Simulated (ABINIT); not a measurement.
# Quasiparticle gap of KRb2ScF6 (Fm-3m) in ABINIT

Aim: the G0W0 gap of KRb2ScF6 (Fm-3m) on LDA, step by step.

Program: ABINIT 10.8.3. Level of theory: LDA and many-body steps on it, plane waves. Results are calculated unless marked as measured.

Report form: the programs' logs are mostly left out.

## 1. The structure

It takes space group Fm-3m (No. 225, cubic). The conventional cell has a = 9.019 Å, b = 9.019 Å, c = 9.019 Å, α = 90.00°, β = 90.00°, γ = 90.00°. K has 6 F at 2.53 Å nearest. Nearest to Rb lie 12 F at 3.20 Å. Nearest to Sc lie 6 F at 1.98 Å. F has 1 Sc at 1.98 Å and 1 K at 2.53 Å and 4 Rb at 3.20 Å nearest. Farther neighbours and most contacts between anions are not listed.

Coordinates:

```cif
data_structure
_symmetry_space_group_name_H-M 'P 1'
_symmetry_Int_Tables_number 1
_cell_length_a 6.3774
_cell_length_b 6.3774
_cell_length_c 6.3774
_cell_angle_alpha 60.000
_cell_angle_beta 60.000
_cell_angle_gamma 60.000
_cell_volume 183.41
loop_
_atom_site_label
_atom_site_type_symbol
_atom_site_fract_x
_atom_site_fract_y
_atom_site_fract_z
_atom_site_occupancy
K1 K 0.50000 0.50000 0.50000 1
Rb2 Rb 0.25000 0.25000 0.25000 1
Rb3 Rb 0.75000 0.75000 0.75000 1
Sc4 Sc 0.00000 0.00000 0.00000 1
F5 F 0.78000 0.22000 0.22000 1
F6 F 0.22000 0.78000 0.22000 1
F7 F 0.22000 0.78000 0.78000 1
F8 F 0.78000 0.22000 0.78000 1
F9 F 0.22000 0.22000 0.78000 1
F10 F 0.78000 0.78000 0.22000 1
```

The cell and positions come from the Crystallography Open Database and are kept as given unless a step says otherwise.

## 2. Ground state

This step: ABINIT 10.8.3; DFT, LDA, plane waves, norm-conserving pseudopotentials.

The ground-state density comes first.

The input, run.abi:

```
acell 3*1.0 Angstrom
rprim 
  0.000000000000 4.509500000000 4.509500000000
  4.509500000000 0.000000000000 4.509500000000
  4.509500000000 4.509500000000 0.000000000000
ntypat 4
znucl 19 37 21 9
natom 10
typat 1 2 2 3 4 4 4 4 4 4
xred 
  0.500000000000 0.500000000000 0.500000000000
  0.250000000000 0.250000000000 0.250000000000
  0.750000000000 0.750000000000 0.750000000000
  0.000000000000 -0.000000000000 0.000000000000
  0.780000000000 0.220000000000 0.220000000000
  0.220000000000 0.780000000000 0.220000000000
  0.220000000000 0.780000000000 0.780000000000
  0.780000000000 0.220000000000 0.780000000000
  0.220000000000 0.220000000000 0.780000000000
  0.780000000000 0.780000000000 0.220000000000
pp_dirpath "pseudos"
pseudos "K.upf, Rb.upf, Sc.upf, F.upf"
ecut 36
ngkpt 4 4 4
nshiftk 1
shiftk 0 0 0
kptopt 1
chksymbreak 0
nband 49
occopt 1
tolvrs 1e-10
nstep 60
prtwf 0
optforces 0
optstress 0
indata_prefix "in"
outdata_prefix "out"
tmpdata_prefix "tmp"
```

Started as:

```bash
$ OMP_NUM_THREADS=1 mpirun -n 8 abinit run.abi > log
```

It took 1.8 min on 8 MPI ranks of Intel Xeon Platinum 8259CL at 2.50GHz (Skylake/Cascade Lake), shared host; peak memory 1.3 GiB; 14 min of CPU time.

Numbers from this step:

```
total energy               : -7637.3841 eV
gap                        : 6.248 eV
k of the valence top       : 0, 0, 0
k of the conduction bottom : 0, 0, 0
least direct gap           : 6.248 eV
```

The gap is direct, at Γ.

## 3. Bands along the symmetry lines

The cheap functional maps the bands first; the places of the edges decide which points the dearer methods must see.

run.abi, as its differences from that of step 2:

```diff
@@ -23,14 +23,40 @@
 ecut 36
-ngkpt 4 4 4
-nshiftk 1
-shiftk 0 0 0
-kptopt 1
-chksymbreak 0
-nband 49
-occopt 1
-tolvrs 1e-10
-nstep 60
+iscf -2
+irdden 1
+kptopt 0
+nkpt 26
+kpt 
+  0.00000000 0.00000000 0.00000000
+  0.12500000 0.00000000 0.12500000
+  0.25000000 0.00000000 0.25000000
+  0.37500000 0.00000000 0.37500000
+  0.50000000 0.00000000 0.50000000
+  0.53125000 0.06250000 0.53125000
+  0.56250000 0.12500000 0.56250000
+  0.59375000 0.18750000 0.59375000
+  0.62500000 0.25000000 0.62500000
+  0.37500000 0.37500000 0.75000000
+  0.28125000 0.28125000 0.56250000
+  0.18750000 0.18750000 0.37500000
+  0.09375000 0.09375000 0.18750000
+  0.00000000 0.00000000 0.00000000
+  0.12500000 0.12500000 0.12500000
+  0.25000000 0.25000000 0.25000000
+  0.37500000 0.37500000 0.37500000
+  0.50000000 0.50000000 0.50000000
+  0.50000000 0.43750000 0.56250000
+  0.50000000 0.37500000 0.62500000
+  0.50000000 0.31250000 0.68750000
+  0.50000000 0.25000000 0.75000000
+  0.50000000 0.18750000 0.68750000
+  0.50000000 0.12500000 0.62500000
+  0.50000000 0.06250000 0.56250000
+  0.50000000 0.00000000 0.50000000
+istwfk *1
+nband 47
+nbdbuf 2
+tolwfr 1e-08
+nstep 40
 prtwf 0
-optforces 0
-optstress 0
+prtvol 0
 indata_prefix "in"
```

It took 4.8 min on 8 MPI ranks; peak memory 1.1 GiB; 37 min of CPU time.

Numbers from this step:

| Property | Result |
| --- | --- |
| gap | 6.248 eV |
| k of the valence top | 0, 0, 0 |
| k of the conduction bottom | 0, 0, 0 |
| least direct gap | 6.248 eV |

The gap is 6.248 eV, as in the run before at this level.

Electronic bands along the path, in eV, zero at the top of the highest filled band:

```csv
point,band 37,band 38,band 39,band 40,band 41,band 42,band 43,band 44
Γ,-0.21,0.00,0.00,0.00,6.25,7.51,7.51,7.51
halfway,-0.24,-0.11,-0.11,-0.01,7.03,7.53,7.62,7.62
X,-0.26,-0.25,-0.25,-0.01,7.55,7.70,7.70,8.18
halfway,-0.28,-0.24,-0.24,-0.02,7.56,7.69,7.70,8.26
U,-0.33,-0.21,-0.19,-0.05,7.59,7.68,7.68,8.48
jump to K,-0.33,-0.21,-0.19,-0.05,7.59,7.68,7.68,8.48
halfway,-0.26,-0.09,-0.07,-0.05,7.13,7.58,7.59,7.61
Γ,-0.21,0.00,0.00,0.00,6.25,7.51,7.51,7.51
halfway,-0.30,-0.06,-0.06,-0.04,6.86,7.57,7.57,7.58
L,-0.38,-0.11,-0.11,-0.09,7.63,7.63,7.63,8.19
halfway,-0.37,-0.17,-0.11,-0.10,7.63,7.63,7.67,8.37
W,-0.33,-0.25,-0.10,-0.10,7.63,7.63,7.70,8.70
halfway,-0.28,-0.25,-0.20,-0.03,7.57,7.68,7.70,8.34
X,-0.26,-0.25,-0.25,-0.01,7.55,7.70,7.70,8.18
```

## 4. Empty states on the mesh, 2×2×2 mesh, 289 bands

The sums over transitions need many empty states on a uniform mesh; this step solves for them.

The input, run.abi:

```
acell 3*1.0 Angstrom
rprim 
  0.000000000000 4.509500000000 4.509500000000
  4.509500000000 0.000000000000 4.509500000000
  4.509500000000 4.509500000000 0.000000000000
ntypat 4
znucl 19 37 21 9
natom 10
typat 1 2 2 3 4 4 4 4 4 4
xred 
  0.500000000000 0.500000000000 0.500000000000
  0.250000000000 0.250000000000 0.250000000000
  0.750000000000 0.750000000000 0.750000000000
  0.000000000000 -0.000000000000 0.000000000000
  0.780000000000 0.220000000000 0.220000000000
  0.220000000000 0.780000000000 0.220000000000
  0.220000000000 0.780000000000 0.780000000000
  0.780000000000 0.220000000000 0.780000000000
  0.220000000000 0.220000000000 0.780000000000
  0.780000000000 0.780000000000 0.220000000000
pp_dirpath "pseudos"
pseudos "K.upf, Rb.upf, Sc.upf, F.upf"
ecut 36
ngkpt 2 2 2
nshiftk 1
shiftk 0 0 0
kptopt 1
chksymbreak 0
iscf -2
irdden 1
istwfk *1
nband 289
nbdbuf 26
tolwfr 1e-09
nstep 60
prtvol 0
indata_prefix "in"
outdata_prefix "out"
tmpdata_prefix "tmp"
```

Started as:

```bash
$ OMP_NUM_THREADS=2 mpirun -n 3 abinit run.abi > log
```

Run time: 5.9 min. Hardware: 3 MPI ranks; peak memory 0.56 GiB; 27 min of CPU time.

This step gave:

```
gap                                                           : 6.248 eV
k of the valence top                                          : 0, 0, 0
k of the conduction bottom                                    : 0, 0, 0
least direct gap                                              : 6.248 eV
k points computed                                             : 3
lowest point of the top converged band, above the valence top : 63.5854 eV
```

On this mesh the gap is 6.248 eV.

## 5. Screening, 2×2×2 mesh, 263 bands, screening to 130.6 eV

The RPA dielectric matrix is built and inverted for each q.

This step: RPA screening on LDA, plane waves, norm-conserving pseudopotentials.

run.abi, as its differences from that of step 4:

```diff
@@ -28,10 +28,11 @@
 chksymbreak 0
-iscf -2
-irdden 1
 istwfk *1
-nband 289
-nbdbuf 26
-tolwfr 1e-09
-nstep 60
-prtvol 0
+occopt 1
+irdwfk 1
+optdriver 3
+nband 263
+ecuteps 4.8
+inclvkb 2
+awtr 1
+symchi 1
 indata_prefix "in"
```

Started as:

```bash
$ OMP_NUM_THREADS=1 mpirun -n 8 abinit run.abi > log
```

The job ended after 2.3 min (8 MPI ranks; peak memory 4.8 GiB; 19 min of CPU time).

Numbers from this step:

```
ε∞ with local fields, on this mesh, along the program's q direction : 2.083
the same without local fields                                       : 2.316
plasma frequency                                                    : 24.52 eV
plane waves in the screening matrix                                 : 609
```

Local fields lower ε∞ by 10 %. On a Γ-centred mesh this coarse the value itself is usually too large, while a short band sum pulls it down.

## 6. Self-energy, 2×2×2 mesh, 263 bands, screening to 130.6 eV

The self-energy is evaluated for the states that the input lists, and the levels follow from it, in one-shot runs by the linearised quasiparticle equation.

This step: G0W0 on LDA, plane waves, norm-conserving pseudopotentials.

run.abi, as its differences from that of step 5:

```diff
@@ -31,8 +31,15 @@
 irdwfk 1
-optdriver 3
+optdriver 4
 nband 263
+gwcalctyp 0
+ecutsigx 36
+symsigma 1
+nkptgw 1
+kptgw 
+  0.0000000000 0.0000000000 0.0000000000
+bdgw 
+  38 44
 ecuteps 4.8
-inclvkb 2
-awtr 1
-symchi 1
+irdscr 1
+ppmodel 1
 indata_prefix "in"
```

Run time: 31 s. Hardware: 8 MPI ranks; peak memory 3.4 GiB; 4 min of CPU time.

This step gave:

```
G0W0 gap on the points computed              : 9.817 eV
starting gap on the mesh                     : 6.248 eV
k of the valence top                         : 0, 0, 0
k of the conduction bottom                   : 0, 0, 0
Z at the valence top                         : 0.803
Z at the conduction bottom                   : 0.896
least direct G0W0 gap on the computed points : 9.817 eV
```

The gap on the mesh goes from 6.25 eV to 9.82 eV, a correction of +3.57 eV.

Limits: finite bands, cutoff and mesh; no spin-orbit coupling; coarse k mesh. v1 is the top filled band, c1 the lowest empty one. The levels before and after the correction (eV, zero at the valence-band top of each column):

```csv
,conduction bottom,valence top
Kohn-Sham,6.25,0.00
G0W0,9.82,0.00
```

```csv
,level,energy (eV)
Kohn-Sham,Γ v3-v1,0.000
Kohn-Sham,Γ c1,6.248
Kohn-Sham,Γ c2-c4,7.508
G0W0,Γ v3-v1,0.000
G0W0,Γ c1,9.817
G0W0,Γ c2-c4,12.805
```

## 7. Where the time went

Times are wall times on the hardware named with each run, good to a factor of about two.

```csv
step,time,share,memory (GiB)
ground state,1.8 min,11 %,1.3
bands along the symmetry lines,4.8 min,32 %,1.1
empty states on the mesh,5.9 min,38 %,0.56
screening,2.3 min,15 %,4.8
self-energy,31 s,3 %,3.4
```

## 8. Results

| Property | Result |
| --- | --- |
| LDA gap | 6.25 eV, direct |
| G0W0 gap on the mesh | 9.82 eV |
| GW settings | 2×2×2 mesh, 263 bands, screening to 130.6 eV, Godby-Needs plasmon pole |
| known limits | not at the basis limit; no spin-orbit coupling; coarse k mesh |

In words: G0W0 moves the gap on the mesh from 6.25 eV to 9.82 eV (+3.57 eV), with Z of 0.80 and 0.90 at the edges. Local fields lower the RPA ε∞ on this mesh from 2.32 to 2.08; a Γ-centred mesh this coarse tends to raise both, most where the direct gap is narrow, while a short band sum lowers them. Only 1 of the mesh's irreducible points was corrected, so a valley elsewhere could overtake. Bands and cutoff are finite, so the gap is not at the basis limit. The miss can reach some tenths of an eV and take either sign; the mesh is an error of its own. In the G0W0 run levels were corrected at 1 k point alone, so a gap called «on the mesh» is the least over those, and an edge elsewhere would be missed. The 2×2×2 mesh is coarse for this cell, which bears on the long-range parts of exchange and screening. The many-body steps are scalar-relativistic: spin-orbit coupling is not in them.

[Paths, hosts, dates, memory and timing lines, banners, echoed tables and standing remarks are left out of the program output.]

[Logs are printed without paths, hosts, clocks, repeated set-up lines and the standing remarks that a program may print on its own settings, such as how far it seeks lower states.]

[Runs of the session that timed out or met a known fault of the program may be left out.]

[Hosts, paths, dates, database ids (printed as entryN), source tags and the programs' standing remarks are cut or masked in the printed files.]

[G0W0 gaps are taken among the corrected bands and points alone; a level outside them can change the order at an edge.]

[Where Ansatz stands beside ABINIT at settings called matched, ABINIT's density can come from a denser mesh and the files from another edition; pairs whose starting gaps differed by over 0.03 eV were left out, so agreement reads better than it is.]
